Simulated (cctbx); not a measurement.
## AgBi4S7 across an absorption edge

Space group P-1 (no. 2), a = 7.8560 Å, b = 8.6560 Å, c = 9.4260 Å, α = 67.64°, β = 68.78°, γ = 85.27°.

```
atom  mult.       x       y       z  Ueq (Å²)
 Bi1      2  0.2265  0.6261  0.7789    0.0076
 Bi2      2  0.6498  0.8622  0.8543    0.0066
 Bi3      2  0.2067  0.6041  0.2762    0.0116
 Bi4      2  0.6840  0.8558  0.3723    0.0085
 Ag1      1       0       0     1/2    0.0110
 Ag2      1       0       0       0    0.0288
  S1      2  0.2638  0.8540  0.9016    0.0213
  S2      2  0.0380  0.9333  0.2691    0.0246
  S3      2  0.3027  0.9169  0.4943    0.0159
  S4      2  0.1639  0.4742  0.5809    0.0123
  S5      2  0.6067  0.6776  0.7003    0.0258
  S6      2  0.4559  0.2344  0.8335    0.0296
  S7      2  0.1340  0.3855  0.1016    0.0127
```

The model is made up (kin elements in a known structure type, no relaxation), so it says nothing on whether the phase exists.

Calculated with cctbx: free-atom f′ and f″ from the Sasaki tables, no fine structure; amplitudes in electrons.

```csv
E (eV),F 0 1 1,F 1 0 2,F 1 0 0,F 1 1 2
24914,38.6,97.7,9.3,172.5
25264,38.6,99.2,10.5,174.1
25394,38.6,100.6,11.7,175.5
25454,38.6,101.8,12.8,176.8
25484,38.6,103.1,14.0,178.0
25499,38.6,104.3,15.1,179.3
25506,38.6,105.3,16.1,180.3
25510,38.6,106.5,17.1,181.4
25518,38.6,108.3,18.7,183.5
25522,38.6,105.6,15.9,180.7
25529,38.6,104.2,14.5,179.2
25544,38.6,102.7,13.0,177.8
25574,38.6,101.3,11.6,176.4
25664,38.6,99.5,9.7,174.5
25914,38.7,97.6,7.8,172.6
```

**Question.** Which edge is crossed, and why do the reflections move as they do?

The K edge of Ag. The edge is at 25514 eV. f′ of Ag falls from -4.8 e at 25394 eV to -7.8 e at 4 eV below it, and f″ steps from 0.55 to 3.62 e across it. Over that approach |F| changes by +0 % (0 1 1), +6 % (1 0 2), +46 % (1 0 0) and +3 % (1 1 2): a reflection falls where Ag scatters in phase with the total and rises where it scatters against it; it hardly moves where the Ag term is small or cancels by symmetry. Above the edge the larger f″ enters the imaginary part, where it can add to or cancel the other atoms' f″. The structure is centrosymmetric, so Friedel mates stay equal.

[Logs are printed without paths, hosts, clocks, repeated set-up lines and the standing remarks that a program may print on its own settings, such as how far it seeks lower states.]
